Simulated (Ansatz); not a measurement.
## Phonons of Ru (P6_3/mmc, 2 atoms in the cell) against volume

Aim: how do the optical modes of Ru (P6_3/mmc, 2 atoms in the cell) move with volume?

Method: DFT LDA, scalar-relativistic, plane waves, PAW; PAW set soft_1, in Ansatz 0.2.0.

Most raw output is cut from this account.

### 1. The structure

It takes space group P6_3/mmc (No. 194, hexagonal). The conventional cell has a = 2.706 Å, b = 2.706 Å, c = 4.282 Å, α = 90.00°, β = 90.00°, γ = 120.00°. Nearest to Ru lie 12 Ru at 2.65 to 2.71 Å.

### 2. A rough relaxation first

A rough relaxation comes first, because large forces or stress need no tight tolerances yet.

input.yaml reads:

```yaml
crystal:
  lattice:
    - [2.7058, 0.0, 0.0]
    - [-1.3529, 2.3432915376, 0.0]
    - [0.0, 0.0, 4.2819]
  atoms:
    - { symbol: Ru, position: [0.33333333, 0.66666667, 0.25] }
    - { symbol: Ru, position: [0.66666667, 0.33333333, 0.75] }
kpoints:
  mp_grid: { grid: [9, 9, 6] }
hamiltonian:
  xc: lda
  pseudopotentials: { kind: paw, azcp: { folder: soft_1 }, xc_functional: pbe }
scf:
  occupations: { method: gaussian, width: 0.1 }
output:
  forces: true
  stress: true
  eigenvalues: true
relax:
  adjacent_minimum: "off"
  f_tol: 0.05
  max_steps: 80
  cell: { stress_tol: 0.5 }
```

Command:

```sh
$ ansatz run input.yaml --threads 4 --pin off --max-ram 10240MiB --backend cpu --events-out ev --progress --plain --runs-dir out
```

Run time: 0.9 s. Hardware: 4 threads of AMD EPYC 9B45 (Zen 5), shared host; peak memory 0.37 GiB.

Step by step:

```tsv
step	energy less that of the first step (eV)	largest force component (eV/Å)	pressure (GPa)	volume (Å³)
1	0.0000	0.0000	-12.48	27.15
2	0.0165	0.0000	17.87	25.05
3	-0.0410	0.0000	-1.09	26.25
4	-0.0414	0.0000	-0.01	26.17
5*	-0.0399	0.0000	-0.07	26.17
```

Relaxation steps marked * repeat the geometry before them on a plane-wave basis chosen anew for their cell, so energy and pressure can jump there. Relaxation step 2 was tried and not accepted.

Forces are held to the 24 operations that the run works with; a distortion that breaks them can't arise in this run.

```tsv
conventional cell, symmetrised	before	after	change
a (Å)	2.706	2.673	-1.2 %
b (Å)	2.706	2.673	-1.2 %
c (Å)	4.282	4.229	-1.2 %
volume (Å³/atom)	13.57	13.08	-3.6 %
```

Final coordinates:

```
Ru
1.0
     2.67313    0.00000    0.00000
    -1.33657    2.31500    0.00000
     0.00000    0.00000    4.22863
Ru
2
Cartesian
  0.0000 1.5433 1.0572
  1.3366 0.7717 3.1715
```

Numbers from this step:

```yaml
pressure: -0.07320 GPa
volume_per_atom: 13.08 Å³
gap_on_the_k_mesh: 0 eV
```

In this step the volume went from 13.57 to 13.08 Å³/atom.

### 3. Bringing the structure to rest

Harmonic phonons are second derivatives at a point where the forces vanish, and they are wanted at zero stress, so atoms and cell are relaxed first.

input.yaml, the sections that differ from step 2:

```yaml
crystal:
  lattice:
    - [2.6731301587, 0.0, 0.0]
    - [-1.3365650793, 2.314998625, 0.0]
    - [0.0, 0.0, 4.2286286076]
  atoms:
    - { symbol: Ru, position: [0.3333333333, 0.6666666667, 0.25] }
    - { symbol: Ru, position: [0.6666666667, 0.3333333333, 0.75] }
kpoints:
  mp_grid: { grid: [18, 18, 10] }
relax:
  adjacent_minimum: "off"
  f_tol: 0.005
  max_steps: 80
  cell: { stress_tol: 0.05 }
# hamiltonian, scf, output: as in step 2
```

Run time: 2.3 s. Hardware: 4 threads; peak memory 0.46 GiB; 8.1 s of CPU time.

Little changed from the start: no atom moved by 0.005 Å and no cell edge by 0.1 %.

This step gave:

```
pressure        : 0.002382 GPa
volume per atom : 13.09 Å³
```

In this step the volume went from 13.08 to 13.09 Å³/atom.

### 4. Tight relaxation

Phonons need small forces and stress, so the relaxation is finished with tight tolerances on 18×18×12 k points.

input.yaml, the sections that differ from step 3:

```yaml
crystal:
  lattice:
    - [2.6740588475, 0.0, 0.0]
    - [-1.3370294237, 2.3158028932, 0.0]
    - [0.0, 0.0, 4.2267609833]
  atoms:
    - { symbol: Ru, position: [0.3333333333, 0.6666666667, 0.25] }
    - { symbol: Ru, position: [0.6666666667, 0.3333333333, 0.75] }
kpoints:
  mp_grid: { grid: [18, 18, 12] }
scf:
  occupations: { method: methfessel_paxton, width: 0.2 }
relax:
  adjacent_minimum: "off"
  f_tol: 0.001
  max_steps: 60
  cell: { stress_tol: 0.01 }
# hamiltonian, output: as in step 3
```

The job ended after 2.3 s (4 threads; peak memory 0.47 GiB).

Little changed from the start: no atom moved by 0.005 Å and no cell edge by 0.1 %.

Numbers from this step:

* pressure: 0.002125 GPa

The forces vanish by symmetry and the pressure is 0.002 GPa, within the tolerances set. The cell now holds 13.09 Å³/atom.

### 5. Zone-centre response at rest

The force constants come from the linear response of the density to a displacement.

The modes at rest are the reference of the series.

input.yaml, the sections that differ from step 4:

```yaml
crystal:
  lattice:
    - [2.6749044234, 0.0, 0.0]
    - [-1.3374522117, 2.3165351834, 0.0]
    - [0.0, 0.0, 4.2239497668]
  atoms:
    - { symbol: Ru, position: [0.3333333333, 0.6666666667, 0.25] }
    - { symbol: Ru, position: [0.6666666667, 0.3333333333, 0.75] }
output:
  eigenvalues: true
phonons:
  method: dfpt
# kpoints, hamiltonian, scf: as in step 4
# relax: removed
```

Elapsed: 9.5 s, on 4 threads; peak memory 1.3 GiB.

Numbers from this step:

```yaml
sum_rule_residual_before_enforcement: 8.02e-5 eV/Å²
point_group: 6/mmm
highest_optical_mode_at_the_zone_centre_no_lo_to_term: 277.7 cm⁻¹
lowest_optical_zone_centre_mode: 211.6 cm⁻¹
```

Patterns of degenerate modes are one choice out of their space. Modes at Γ:

```tsv
mode	frequency (cm⁻¹)	symmetry
1	0.0	acoustic
2	0.0	acoustic
3	0.0	acoustic
4	211.6	E2g
5	211.6	E2g
6	277.7	B1g
```

Displacements in mode 5 (211.6 cm⁻¹), the largest set to 1:
```
Ru1  0.00 -1.00  0.00
Ru2  0.00  1.00  0.00
```

Displacements in mode 6 (277.7 cm⁻¹), the largest set to 1:
```
Ru1  0.00  0.00 -1.00
Ru2  0.00  0.00  1.00
```

Before it was imposed, the acoustic sum rule was missed by 8.0e-5 eV/Å². Small misses are needed for a sound result but don't prove that mesh and cutoff are converged. The lowest optical mode is real, 212 cm⁻¹.

### 6. A member of the series: 1.06 times the volume at rest

The cell is set to 1.06 times the volume at rest, and shape and atoms relax at that volume.

input.yaml, the sections that differ from step 5:

```yaml
crystal:
  lattice:
    - [2.7290784589, 0.0, 0.0]
    - [-1.3645392294, 2.3634512744, 0.0]
    - [0.0, 0.0, 4.3013928104]
  atoms:
    - { symbol: Ru, position: [0.3333333333, 0.6666666667, 0.25] }
    - { symbol: Ru, position: [0.6666666667, 0.3333333333, 0.75] }
output:
  forces: true
  stress: true
  eigenvalues: true
relax:
  adjacent_minimum: "off"
  f_tol: 0.001
  max_steps: 60
  cell: { stress_tol: 0.01, fix: [volume] }
# kpoints, hamiltonian, scf: as in step 5
# phonons: removed
```

Run time: 2.6 s. Hardware: 4 threads; peak memory 0.51 GiB; 9.4 s of CPU time.

Little changed from the start: no atom moved by 0.005 Å and no cell edge by 0.1 %.

This step gave:

| Quantity | Value |
| --- | --- |
| pressure | -18.57 GPa |
| volume per atom | 13.87 Å³ |

The forces vanish by symmetry, at a pressure of -18.57 GPa.

### 7. Modes of this member: 1.06 times the volume at rest

The zone-centre modes follow for 1.06 times the volume at rest.

input.yaml, the sections that differ from step 6:

```yaml
crystal:
  lattice:
    - [2.7299813243, 0.0, 0.0]
    - [-1.3649906621, 2.3642331787, 0.0]
    - [0.0, 0.0, 4.2985481489]
  atoms:
    - { symbol: Ru, position: [0.3333333333, 0.6666666667, 0.25] }
    - { symbol: Ru, position: [0.6666666667, 0.3333333333, 0.75] }
output:
  eigenvalues: true
phonons:
  method: dfpt
# kpoints, hamiltonian, scf: as in step 6
# relax: removed
```

Run time: 9.8 s. Hardware: 4 threads; peak memory 1.3 GiB; 35 s of CPU time.

This step gave:

- sum-rule residual before enforcement: 1.24e-5 eV/Å²
- highest optical mode at the zone centre (no LO-TO term): 235.6 cm⁻¹
- lowest optical zone-centre mode: 194.0 cm⁻¹

Patterns of degenerate modes are one choice out of their space. Modes at Γ:

```tsv
mode	frequency (cm⁻¹)	symmetry
1	0.0	acoustic
2	0.0	acoustic
3	0.0	acoustic
4	194.0	E2g
5	194.0	E2g
6	235.6	B1g
```

The lowest optical mode is real, 194 cm⁻¹, and the highest lies at 235.6 cm⁻¹.

Between step 5 and this run (volume ratio 1.06) the value for the highest optical mode at the zone centre (no LO-TO term) moves from 278 cm⁻¹ to 236 cm⁻¹ (-15 %).

### 8. A member of the series: 0.9 times the volume at rest

The cell is set to 0.9 times the volume at rest, and shape and atoms relax at that volume.

input.yaml, the sections that differ from step 7:

```yaml
crystal:
  lattice:
    - [2.5796804495, 0.0, 0.0]
    - [-1.2898402248, 2.2340688029, 0.0]
    - [0.0, 0.0, 4.0873889582]
  atoms:
    - { symbol: Ru, position: [0.3333333333, 0.6666666667, 0.25] }
    - { symbol: Ru, position: [0.6666666667, 0.3333333333, 0.75] }
output:
  forces: true
  stress: true
  eigenvalues: true
relax:
  adjacent_minimum: "off"
  f_tol: 0.001
  max_steps: 60
  cell: { stress_tol: 0.01, fix: [volume] }
# kpoints, hamiltonian, scf: as in step 7
# phonons: removed
```

Elapsed: 2.2 s, on 4 threads; peak memory 0.47 GiB.

Little changed from the start: no atom moved by 0.005 Å and no cell edge by 0.1 %.

Numbers from this step:

```
pressure        : 49.61 GPa
volume per atom : 11.78 Å³
```

The forces vanish by symmetry, at a pressure of 49.61 GPa.

### 9. Zone-centre modes of the member: 0.9 times the volume at rest

The zone-centre modes follow for 0.9 times the volume at rest.

input.yaml, the sections that differ from step 8:

```yaml
crystal:
  lattice:
    - [2.5790098788, 0.0, 0.0]
    - [-1.2895049394, 2.2334880716, 0.0]
    - [0.0, 0.0, 4.089514766]
  atoms:
    - { symbol: Ru, position: [0.3333333333, 0.6666666667, 0.25] }
    - { symbol: Ru, position: [0.6666666667, 0.3333333333, 0.75] }
output:
  eigenvalues: true
phonons:
  method: dfpt
# kpoints, hamiltonian, scf: as in step 8
# relax: removed
```

It took 8.8 s on 4 threads; peak memory 1.2 GiB.

This step gave:

* sum-rule residual before enforcement: 1.06e-4 eV/Å²
* highest optical mode at the zone centre (no LO-TO term): 356.1 cm⁻¹
* lowest optical zone-centre mode: 245.0 cm⁻¹

Patterns of degenerate modes are one choice out of their space. Modes at Γ:

```tsv
mode	frequency (cm⁻¹)	symmetry
1	0.0	acoustic
2	0.0	acoustic
3	0.0	acoustic
4	245.0	E2g
5	245.0	E2g
6	356.1	B1g
```

Displacements in mode 5 (245.0 cm⁻¹), the largest set to 1:
```
Ru1  0.00  1.00  0.00
Ru2  0.00 -1.00  0.00
```

Displacements in mode 6 (356.1 cm⁻¹), the largest set to 1:
```
Ru1  0.00  0.00  1.00
Ru2  0.00  0.00 -1.00
```

The lowest optical mode is real, 245 cm⁻¹, and the highest lies at 356.1 cm⁻¹.

For the highest optical mode at the zone centre (no LO-TO term), step 5 gave 278 cm⁻¹; this run, with volume ratio 0.9, gives 356 cm⁻¹ (+28 %).

### 10. All members side by side

The members are set side by side, also those not shown above.

Each row is one cell with its response, relaxed at fixed volume as far as symmetry leaves anything free; energies are extrapolated to zero smearing, and E0 is that at rest; shape and atoms are relaxed in each cell where symmetry leaves them free; all runs use 18×18×12 k points and Methfessel-Paxton smearing of 0.2 eV. State of the crystal along the series:

```tsv
volume ratio	V (Å³/atom)	pressure (GPa)	E - E0 (meV/atom)	first cell vector (Å)	third cell vector (Å)
0.9	11.78	49.61	183.3	2.579	4.09
0.92	12.04	37.29	112.5	2.599	4.117
0.94	12.3	26.3	60.75	2.618	4.145
0.96	12.56	16.51	25.93	2.637	4.172
0.98	12.82	7.781	6.235	2.656	4.198
0.99	12.96	3.779	1.522	2.666	4.211
1	13.09	0.002125	0	2.675	4.224
1.02	13.35	-6.926	5.779	2.693	4.249
1.04	13.61	-13.09	22.23	2.712	4.274
1.06	13.87	-18.57	48.2	2.73	4.298
```

Each mode is tracked from rest by its pattern, and modes that stay within 0.3 cm⁻¹ of each other stand once; shape and atoms are relaxed in each cell where symmetry leaves them free; all runs use 18×18×12 k points and Methfessel-Paxton smearing of 0.2 eV. Optical modes along the series:

```tsv
V (Å³/atom)	mode 4 E2g (cm⁻¹)	mode 6 B1g (cm⁻¹)
11.78	245	356.1
12.04	237.8	339.4
12.3	230.9	323.3
12.56	224.3	307.7
12.82	217.8	292.5
12.96	214.7	285.1
13.09	211.6	277.7
13.35	205.5	263.3
13.61	199.7	249.3
13.87	194	235.6
```

From cubic fits (parabolas where under five rows exist) of ln ω and P against ln V through the rows within about 4 % of rest: γ = −d ln ω / d ln V and dω/dP = γ ω / B. Slopes at rest:

```tsv
mode	fitted frequency at rest (cm⁻¹)	Grüneisen parameter γ	dω/dP (cm⁻¹/GPa)
mode 4 E2g	211.6	1.45	0.84
mode 6 B1g	277.7	2.62	1.99
```

### 11. What came out

```
members                                                          : 10
highest optical mode at the zone centre (no LO-TO term), at rest : 277.7 cm⁻¹
bulk modulus at rest                                             : 366 GPa
mode 4 E2g, γ                                                    : 1.45
mode 6 B1g, γ                                                    : 2.62
```

The series spans -18.6 to 49.6 GPa, and the slope at rest gives a bulk modulus of 366 GPa. Among the modes in the table of slopes γ runs from 1.45 (mode 4 E2g) to 2.62 (mode 6 B1g). One k mesh and one cutoff serve the ground states and modes of all volumes. These are harmonic frequencies at zero temperature: anharmonic shifts, linewidths and thermal expansion are left out. With no gap, or one that is small against the smearing, the frequencies hang on the k mesh and the smearing, most of all near Kohn anomalies. The PAW files were made for PBE; the program adapts parts of them to the functional of the run, but their partial waves stay those of PBE, an approximation that was not tested in this session. Only the zone centre was solved, so an instability at another wavevector cannot show here.

[Logs are printed without paths, hosts, clocks, repeated set-up lines and the standing remarks that a program may print on its own settings, such as how far it seeks lower states.]

[Hosts, paths, dates, database ids (printed as entryN), source tags and the programs' standing remarks are cut or masked in the printed files.]
